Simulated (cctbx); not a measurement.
# Symmetry from intensities

Cell: a = 5.4420 Å, b = 5.4420 Å, c = 13.2540 Å, α = 90.00°, β = 90.00°, γ = 120.00°. Expected content of the cell: Ho6 Mo9 Co3.

Simulated single-crystal data (cctbx): Mo Kα, λ = 0.71073 Å, to d = 0.75 Å, 80 % of the full sphere, strongest reflection 70000 counts, noise from counting, a 6 % proportional error and a noise floor of 15 counts (s.d.); no absorption, some extinction.

A first pass over the reflections prints:

```text
2747 reflections to d = 0.751 A
centring   violations  <I/sigma> of those
    A        427 of  1392      4.3
    B        432 of  1387      4.4
    C        417 of  1341      4.6
    I        428 of  1381      4.4
    R          0 of  1821     -0.0
    F        638 of  2060      4.4
Laue class    unique    Rint  (classes that these axes allow; Friedel mates merged)
R -3 :H           193   0.041
R -3 m :H         127   0.042
space group    extra absences  I>4sigma  <I/sigma>
R 3 2 :H                0          0         -  acentric
R 3 m :H                0          0         -  acentric
R -3 m :H               0          0         -  centric
Wilson B = 1.03 A^2   <|E^2-1|> = 0.845 (0.968 centric, 0.736 acentric)   E^2>4: 0.8 %
shell (A)         n   <I/sigma>
 4.44 - 1.49     19     31.6
 1.49 - 1.19     17     33.4
 1.19 - 1.04     16     31.7
 1.04 - 0.94     12     44.5
 0.94 - 0.88     22     33.0
 0.88 - 0.83     13     30.8
 0.83 - 0.79      8     41.1
 0.79 - 0.75     20     34.1
```

Q: Read the symmetry from these tables.

The reflections that R centring forbids are absent (⟨I/σ⟩ near 0), so the lattice is R.

Rint stays low (0.041) up to R -3 m :H, the highest class in these axes.

3 settings pass the absence test. No glide or screw absences show, which leaves R 3 2, R 3 m and R -3 m.

⟨|E²−1|⟩ = 0.845 lies between the two ideal values. The Wilson B of 1.03 Å² means U ≈ 0.0130 Å².

The true group is R-3m (no. 166), Laue class -3m, centrosymmetric. The tables only narrow the choice to the tied entries; cell content, site symmetry and trial solutions must settle it.

The model is made up (kin elements in a known structure type, no relaxation), so it says nothing on whether the phase exists.

[Logs are printed without paths, hosts, clocks, repeated set-up lines and the standing remarks that a program may print on its own settings, such as how far it seeks lower states.]
